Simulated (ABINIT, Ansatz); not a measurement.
# Zr (Zirconium): phonons by linear response, part 3 of 4

Aim: the phonon dispersion of Zr (Zirconium), checked by a second program.

ABINIT 10.8.3; DFT PBE, scalar-relativistic, plane waves, PseudoDojo norm-conserving pseudopotentials.

So far. Step 4 (Ground state): The cell stands at -0.46 GPa: the relaxation ran with a smoothed and higher cutoff, and the difference is a stress of the finite basis. Step 5 (Zone-centre response): The acoustic modes at Γ come out as far as 3.9 cm⁻¹ from zero, where they should vanish, a small numerical error. The relaxed cell has a = 3.232, c = 5.179 Å (conventional setting).

### Step 7. Interpolated phonon bands

anaddb transforms the dynamical matrices to force constants and back along the path; points of the mesh come back as solved, but for the sum rule and, in polar crystals, the LO-TO term at Γ; the rest is interpolation.

The input, anaddb.abi:

```
ddb_filepath "all_DDB"
output_file "anaddb.abo"
outdata_prefix "anaddb"
ifcflag 1
ngqpt 3 3 2
nqshft 1
q1shft 0.0 0.0 0.0
asr 1
chneut 0
dipdip 0
dipquad 0
quadquad 0
enunit 0
eivec 0
nph1l 93
qph1l 
    0.0 0.0 0.0 1.0
    0.05 0.0 0.0 1.0
    0.1 0.0 0.0 1.0
    0.15 0.0 0.0 1.0
    0.2 0.0 0.0 1.0
    0.25 0.0 0.0 1.0
    0.3 0.0 0.0 1.0
    0.35 0.0 0.0 1.0
    0.4 0.0 0.0 1.0
    0.45 0.0 0.0 1.0
    0.5 0.0 0.0 1.0
    0.48333333 0.03333333 0.0 1.0
    0.46666667 0.06666667 0.0 1.0
    0.45 0.1 0.0 1.0
    0.43333333 0.13333333 0.0 1.0
    0.41666667 0.16666667 0.0 1.0
    0.4 0.2 0.0 1.0
    0.38333333 0.23333333 0.0 1.0
    0.36666667 0.26666667 0.0 1.0
    0.35 0.3 0.0 1.0
    0.33333333 0.33333333 0.0 1.0
    0.3 0.3 0.0 1.0
    0.26666667 0.26666667 0.0 1.0
    0.23333333 0.23333333 0.0 1.0
    0.2 0.2 0.0 1.0
    0.16666667 0.16666667 0.0 1.0
    0.13333333 0.13333333 0.0 1.0
    0.1 0.1 0.0 1.0
    0.06666667 0.06666667 0.0 1.0
    0.03333333 0.03333333 0.0 1.0
    0.0 0.0 0.0 1.0
    0.0 0.0 0.05 1.0
    0.0 0.0 0.1 1.0
    0.0 0.0 0.15 1.0
    0.0 0.0 0.2 1.0
    0.0 0.0 0.25 1.0
    0.0 0.0 0.3 1.0
    0.0 0.0 0.35 1.0
    0.0 0.0 0.4 1.0
    0.0 0.0 0.45 1.0
    0.0 0.0 0.5 1.0
    0.05 0.0 0.5 1.0
    0.1 0.0 0.5 1.0
    0.15 0.0 0.5 1.0
    0.2 0.0 0.5 1.0
    0.25 0.0 0.5 1.0
    0.3 0.0 0.5 1.0
    0.35 0.0 0.5 1.0
    0.4 0.0 0.5 1.0
    0.45 0.0 0.5 1.0
    0.5 0.0 0.5 1.0
    0.48333333 0.03333333 0.5 1.0
    0.46666667 0.06666667 0.5 1.0
    0.45 0.1 0.5 1.0
    0.43333333 0.13333333 0.5 1.0
    0.41666667 0.16666667 0.5 1.0
    0.4 0.2 0.5 1.0
    0.38333333 0.23333333 0.5 1.0
    0.36666667 0.26666667 0.5 1.0
    0.35 0.3 0.5 1.0
    0.33333333 0.33333333 0.5 1.0
    0.3 0.3 0.5 1.0
    0.26666667 0.26666667 0.5 1.0
    0.23333333 0.23333333 0.5 1.0
    0.2 0.2 0.5 1.0
    0.16666667 0.16666667 0.5 1.0
    0.13333333 0.13333333 0.5 1.0
    0.1 0.1 0.5 1.0
    0.06666667 0.06666667 0.5 1.0
    0.03333333 0.03333333 0.5 1.0
    0.0 0.0 0.5 1.0
    0.5 0.0 0.5 1.0
    0.5 0.0 0.45 1.0
    0.5 0.0 0.4 1.0
    0.5 0.0 0.35 1.0
    0.5 0.0 0.3 1.0
    0.5 0.0 0.25 1.0
    0.5 0.0 0.2 1.0
    0.5 0.0 0.15 1.0
    0.5 0.0 0.1 1.0
    0.5 0.0 0.05 1.0
    0.5 0.0 0.0 1.0
    0.33333333 0.33333333 0.5 1.0
    0.33333333 0.33333333 0.45 1.0
    0.33333333 0.33333333 0.4 1.0
    0.33333333 0.33333333 0.35 1.0
    0.33333333 0.33333333 0.3 1.0
    0.33333333 0.33333333 0.25 1.0
    0.33333333 0.33333333 0.2 1.0
    0.33333333 0.33333333 0.15 1.0
    0.33333333 0.33333333 0.1 1.0
    0.33333333 0.33333333 0.05 1.0
    0.33333333 0.33333333 0.0 1.0
```

The input, mrgddb.in:

```
all_DDB
merged
6
dfpt_gammao_DDB
dfpt_qo_DS1_DDB
dfpt_qo_DS2_DDB
dfpt_qo_DS3_DDB
dfpt_qo_DS4_DDB
dfpt_qo_DS5_DDB
```

On the command line:

```console
$ mrgddb < mrgddb.in > mrgddb.log
$ OMP_NUM_THREADS=1 anaddb anaddb.abi > anaddb.log
```

anaddb.abo, the main output file:

```text
[banners, grids, parts of the stress and lines that vanish by symmetry left out]
-outvars_anaddb: echo values of input variables ----------------------

 Flags :
[...]
Phonon wavevector (reduced coordinates) :  0.00000  0.00000  0.00000
 Phonon energies in Hartree :
[...]
Phonon frequencies in cm-1    :
-  0.000000E+00  0.000000E+00  0.000000E+00  6.862454E+01  6.862454E+01
-  1.528642E+02
[...]
Phonon wavevector (reduced coordinates) :  0.05000  0.00000  0.00000
 Phonon energies in Hartree :
[...]
Phonon frequencies in cm-1    :
-  8.404656E+00  1.157938E+01  2.341519E+01  7.183844E+01  7.404457E+01
-  1.532332E+02
[...]
Phonon wavevector (reduced coordinates) :  0.10000  0.00000  0.00000
 Phonon energies in Hartree :
[...]
Phonon frequencies in cm-1    :
-  1.731309E+01  2.275881E+01  4.686115E+01  8.047430E+01  8.757949E+01
-  1.542212E+02
[...]
Phonon wavevector (reduced coordinates) :  0.15000  0.00000  0.00000
 Phonon energies in Hartree :
[...]
Phonon frequencies in cm-1    :
-  2.705913E+01  3.310096E+01  6.994645E+01  9.243927E+01  1.046288E+02
-  1.555045E+02
[...]
Phonon wavevector (reduced coordinates) :  0.20000  0.00000  0.00000
 Phonon energies in Hartree :
[...]
Phonon frequencies in cm-1    :
-  3.771066E+01  4.222190E+01  9.201662E+01  1.057967E+02  1.220646E+02
-  1.566446E+02
[...]
Phonon wavevector (reduced coordinates) :  0.25000  0.00000  0.00000
 Phonon energies in Hartree :
[...]
Phonon frequencies in cm-1    :
-  4.905447E+01  4.987741E+01  1.123948E+02  1.190994E+02  1.381236E+02
-  1.572022E+02
  Phonon wavevector (reduced coordinates) :  0.30000  0.00000  0.00000
 Phonon energies in Hartree :
[...]
Phonon frequencies in cm-1    :
-  5.597487E+01  6.061805E+01  1.304704E+02  1.312861E+02  1.517632E+02
-  1.568553E+02
  Phonon wavevector (reduced coordinates) :  0.35000  0.00000  0.00000
 Phonon energies in Hartree :
[...]
Phonon frequencies in cm-1    :
-  6.054097E+01  7.168013E+01  1.415590E+02  1.457132E+02  1.555180E+02
-  1.623250E+02
  Phonon wavevector (reduced coordinates) :  0.40000  0.00000  0.00000
 Phonon energies in Hartree :
[...]
Phonon frequencies in cm-1    :
-  6.367358E+01  8.123927E+01  1.493199E+02  1.534731E+02  1.576585E+02
-  1.694081E+02
  Phonon wavevector (reduced coordinates) :  0.45000  0.00000  0.00000
 Phonon energies in Hartree :
[...]
Phonon frequencies in cm-1    :
-  6.549075E+01  8.797256E+01  1.514843E+02  1.541459E+02  1.658243E+02
-  1.728955E+02
  Phonon wavevector (reduced coordinates) :  0.50000  0.00000  0.00000
 Phonon energies in Hartree :
[...]
Phonon frequencies in cm-1    :
-  6.608491E+01  9.044903E+01  1.506295E+02  1.557829E+02  1.691036E+02
-  1.735398E+02
  Phonon wavevector (reduced coordinates) :  0.48333  0.03333  0.00000
 Phonon energies in Hartree :
[...]
Phonon frequencies in cm-1    :
-  6.763421E+01  9.076308E+01  1.502799E+02  1.545590E+02  1.705299E+02
-  1.731371E+02
  Phonon wavevector (reduced coordinates) :  0.46667  0.06667  0.00000
 Phonon energies in Hartree :
[...]
Phonon frequencies in cm-1    :
-  7.202741E+01  9.170779E+01  1.492373E+02  1.518883E+02  1.719384E+02
-  1.737903E+02
  Phonon wavevector (reduced coordinates) :  0.45000  0.10000  0.00000
 Phonon energies in Hartree :
[...]
Phonon frequencies in cm-1    :
-  7.864007E+01  9.328866E+01  1.475208E+02  1.489154E+02  1.699715E+02
-  1.776872E+02
[...]
Phonon wavevector (reduced coordinates) :  0.10000  0.00000  0.50000
 Phonon energies in Hartree :
[...]
Phonon frequencies in cm-1    :
-  5.985788E+01  5.985788E+01  6.486166E+01  6.486166E+01  1.358823E+02
-  1.358823E+02
  Phonon wavevector (reduced coordinates) :  0.15000  0.00000  0.50000
 Phonon energies in Hartree :
[...]
Phonon frequencies in cm-1    :
-  6.925315E+01  6.925315E+01  7.746723E+01  7.746723E+01  1.398508E+02
-  1.398508E+02
  Phonon wavevector (reduced coordinates) :  0.20000  0.00000  0.50000
 Phonon energies in Hartree :
[...]
Phonon frequencies in cm-1    :
-  7.952678E+01  7.952678E+01  8.948446E+01  8.948446E+01  1.455731E+02
-  1.455731E+02
  Phonon wavevector (reduced coordinates) :  0.25000  0.00000  0.50000
 Phonon energies in Hartree :
[...]
Phonon frequencies in cm-1    :
-  8.954818E+01  8.954818E+01  9.935610E+01  9.935610E+01  1.528458E+02
-  1.528458E+02
  Phonon wavevector (reduced coordinates) :  0.30000  0.00000  0.50000
 Phonon energies in Hartree :
[...]
Phonon frequencies in cm-1    :
-  9.855579E+01  9.855579E+01  1.066621E+02  1.066621E+02  1.609073E+02
-  1.609073E+02
  Phonon wavevector (reduced coordinates) :  0.35000  0.00000  0.50000
 Phonon energies in Hartree :
[...]
Phonon frequencies in cm-1    :
-  1.060271E+02  1.060271E+02  1.117088E+02  1.117088E+02  1.686081E+02
-  1.686081E+02
[...]
Phonon wavevector (reduced coordinates) :  0.33333  0.33333  0.05000
 Phonon energies in Hartree :
[...]
Phonon frequencies in cm-1    :
-  1.177867E+02  1.177867E+02  1.381050E+02  1.381050E+02  1.428830E+02
-  1.951772E+02
  Phonon wavevector (reduced coordinates) :  0.33333  0.33333  0.00000
 Phonon energies in Hartree :
[...]
Phonon frequencies in cm-1    :
-  1.203427E+02  1.203427E+02  1.357460E+02  1.357460E+02  1.426131E+02
-  1.955440E+02
-
```

It took 0.52 s on 1 thread of Arm Neoverse V2, shared host.

Numbers from this step:

```yaml
lowest_frequency_on_the_path: 0 cm⁻¹
```

Anaddb. Phonon branches along the path, in cm⁻¹:

```csv
point,branch 1,branch 2,branch 3,branch 4,branch 5,branch 6
Γ,0,0,0,69,69,153
halfway,49,50,112,119,138,157
M,66,90,151,156,169,174
halfway,96,98,142,144,164,185
K,120,120,136,136,143,196
halfway,58,76,103,144,145,156
Γ,0,0,0,69,69,153
halfway,28,28,64,64,80,151
A,50,50,50,50,133,133
halfway,90,90,99,99,153,153
L,116,116,117,117,180,180
halfway,83,83,149,149,178,178
H,67,67,167,167,173,173
halfway,82,82,119,119,157,157
A,50,50,50,50,133,133
jump to L,116,116,117,117,180,180
halfway,83,105,136,145,173,178
M,66,90,151,156,169,174
jump to H,67,67,167,167,173,173
halfway,91,91,149,159,159,187
K,120,120,136,136,143,196
```

The phonon branches as a text plot (rows in cm⁻¹):

```
    191 |          ****                                        **
    183 |         *    *                  **             *    *
    175 |       **      *                *  ******       *****
    167 |      ****                     *     *** *         ***
    159 |  *****   *   ******          *         * *        **
    151 |**  * ***  * * **   *****    *      *      *      ** **
    143 |     *   ** * *          *  *      *     *  *    **    *
    134 |    *      ***            **      *          *** *     *
    126 |           * *** *       *                      *
    118 |   *        * *                 **        *            *
    110 |           * *  * *           ***               *
    102 |  **      *    *  *     *    **   *        *    **    *
     94 |  **    **    * *  *                              **
     86 | *     * *     * * *         *     *      * *    *   *
     77 |**    *             *       *       *   ** *
     69 |* *  * **       * * ****    *        ***    **    ***
     61 |    ***          *      *  *                 *
     53 |    *              *     **                   **
     45 | * *             **      *
     37 |  **              *   * *
     29 |  *                **
     20 |**                 *   *
     12 |*                   * *
      4 |                     *
         Γ      M    K        Γ   A       L    H       A|L M|H  K
```

All branches are real along the path.

### Step 8. Density of states

Sums over the zone need many more wavevectors than were solved, so the interpolation is sampled on a dense mesh.

The input, anaddb.abi:

```
ddb_filepath "all_DDB"
output_file "anaddb.abo"
outdata_prefix "anaddb"
ifcflag 1
ngqpt 3 3 2
nqshft 1
q1shft 0.0 0.0 0.0
asr 1
chneut 0
dipdip 0
dipquad 0
quadquad 0
prtdos 2
ng2qpt 16 16 9
dosdeltae 4.5563e-06
ntemper 11
temperinc 100.0
tempermin 0.0
```

On the command line:

```console
$ OMP_NUM_THREADS=1 anaddb anaddb.abi > anaddb.log
```

anaddb.abo, the main output file:

```text
-outvars_anaddb: echo values of input variables ----------------------

 Flags :
     ifcflag         1
 Miscellaneous information :
         asr         1
      chneut         0
 Interatomic Force Constants Inputs :
      dipdip         0
     dipquad         0
    quadquad         0
      ifcana         0
      ifcout         0
 Description of grid 1 :
        brav         1
       ngqpt         3         3         2
      nqshft         1
      q1shft
                     0.00000000E+00  0.00000000E+00  0.00000000E+00
 Phonon DOS information :
   dosdeltae  4.55630000E-06
    dossmear  4.55633525E-06
 Description of grid 2 (Fourier interp. or BZ sampling):
      ng2qpt        16        16         9
      ngrids         4
      q2shft         0.00000000E+00  0.00000000E+00  0.00000000E+00

================================================================================

 read the DDB information and perform some checks

  ==== Info on the Cryst% object ====
 Real(R)+Recip(G) space primitive vectors, cartesian coordinates (Bohr,Bohr^-1):
 R(1)=  6.1083540  0.0000000  0.0000000  G(1)=  0.1637102  0.0945181  0.0000000
 R(2)= -3.0541770  5.2899898  0.0000000  G(2)=  0.0000000  0.1890363  0.0000000
 R(3)=  0.0000000  0.0000000  9.7863608  G(3)=  0.0000000  0.0000000  0.1021830
 Unit cell volume ucvol=  3.1622795E+02 bohr^3
 Angles (23,13,12)=  9.00000000E+01  9.00000000E+01  1.20000000E+02 degrees
 Time-reversal symmetry is present
 Reduced atomic positions [iatom, xred, symbol]:
    1)    0.3333333  0.6666667  0.2500000  Zr
    2)    0.6666667  0.3333333  0.7500000  Zr

 DDB file with 6 blocks has been read.

================================================================================

 Calculation of the interatomic forces

       Homogeneous q point set in the B.Z.
 Grid q points  :       18
  1)   0.00000000E+00  0.00000000E+00  0.00000000E+00
  2)   3.33333333E-01  0.00000000E+00  0.00000000E+00
  3)  -3.33333333E-01  0.00000000E+00  0.00000000E+00
  4)   0.00000000E+00  3.33333333E-01  0.00000000E+00
  5)   3.33333333E-01  3.33333333E-01  0.00000000E+00
  6)  -3.33333333E-01  3.33333333E-01  0.00000000E+00
  7)   0.00000000E+00 -3.33333333E-01  0.00000000E+00
  8)   3.33333333E-01 -3.33333333E-01  0.00000000E+00
  9)  -3.33333333E-01 -3.33333333E-01  0.00000000E+00
 10)   0.00000000E+00  0.00000000E+00  5.00000000E-01
 11)   3.33333333E-01  0.00000000E+00  5.00000000E-01
 12)  -3.33333333E-01  0.00000000E+00  5.00000000E-01
 13)   0.00000000E+00  3.33333333E-01  5.00000000E-01
 14)   3.33333333E-01  3.33333333E-01  5.00000000E-01
 15)  -3.33333333E-01  3.33333333E-01  5.00000000E-01
 16)   0.00000000E+00 -3.33333333E-01  5.00000000E-01
 17)   3.33333333E-01 -3.33333333E-01  5.00000000E-01
 18)  -3.33333333E-01 -3.33333333E-01  5.00000000E-01

 The interatomic forces have been obtained

================================================================================

 Calculation of phonon density of states

 Average speed of sound partial sums:     0.1176002571E-02 (at units)
-                                   =           2.5727 [km/s]

 Debye frequency from partial sums:     0.6728090797E-03 (Ha)
-                                 =     0.4426871083E+01 (THz)
-Debye temperature from partial sums:     0.2124563038E+03 (K)

 Average speed of sound:     0.9781273736E-03 (at units)
-                      =           2.1398 [km/s]

 Debye frequency from DOS:     0.5596016493E-03 (Ha)
-                        =     0.3682001974E+01 (THz)
-Debye temperature from DOS:     0.1767082247E+03 (K)

-
```

Elapsed: 0.58 s, on 1 thread.

This step gave:

| Item | Value |
| --- | --- |
| share of modes beyond 3i cm⁻¹ on the dense interpolated mesh | 0 |
| zero-point energy per atom | 22.59 meV |
| heat capacity at 300 K | 24.18 J/(mol atoms K) |
| vibrational entropy at 300 K | 40.38 J/(mol atoms K) |

The phonon density of states has structure finer than the step of the table below, so its rows give means over 10 cm⁻¹, whole bins alone (the curve runs from -30 to 226 cm⁻¹). Peaks (cm⁻¹: height): 77.0: 0.0715, 130.0: 0.0511, 157.0: 0.0749.

Tetrahedra. The phonon density of states by wavenumber; means over each step:

```csv
wavenumber (cm⁻¹),phonon density of states (1/cm⁻¹/cell)
-10,0
0,1.3e-5
10,3.7e-4
20,0.00147
30,0.00357
40,0.00688
50,0.0114
60,0.0187
70,0.0363
80,0.0610
90,0.0471
100,0.0403
110,0.0332
120,0.0332
130,0.0477
140,0.0446
150,0.0559
160,0.0612
170,0.0579
180,0.0331
190,0.00474
200,0
```

Harmonic thermodynamic functions per atom, summed over the density of states scaled to three modes an atom; melting is ignored. Thermodynamic functions:

```csv
T (K),F_vib (meV/atom),S (J/mol-atom/K),C_V (J/mol-atom/K)
0,22.59,0,0
50,21.79,5.225,10.54
100,16.31,15.76,19.23
200,-8.44,30.74,23.28
300,-45.6,40.38,24.18
400,-91.25,47.39,24.51
500,-143.3,52.88,24.66
600,-200.5,57.38,24.75
700,-262,61.2,24.8
800,-327.2,64.52,24.83
900,-395.6,67.44,24.86
1000,-466.9,70.06,24.87
```

At 300 K the heat capacity has reached 97 % of the Dulong-Petit value.

(Part 3 of 4 ends here.)

[Host names and launcher messages were left out of these logs when they were recorded.]

[Logs are printed without paths, hosts, clocks, repeated set-up lines and the standing remarks that a program may print on its own settings, such as how far it seeks lower states.]

[Hosts, paths, dates, database ids (printed as entryN), source tags and the programs' standing remarks are cut or masked in the printed files.]
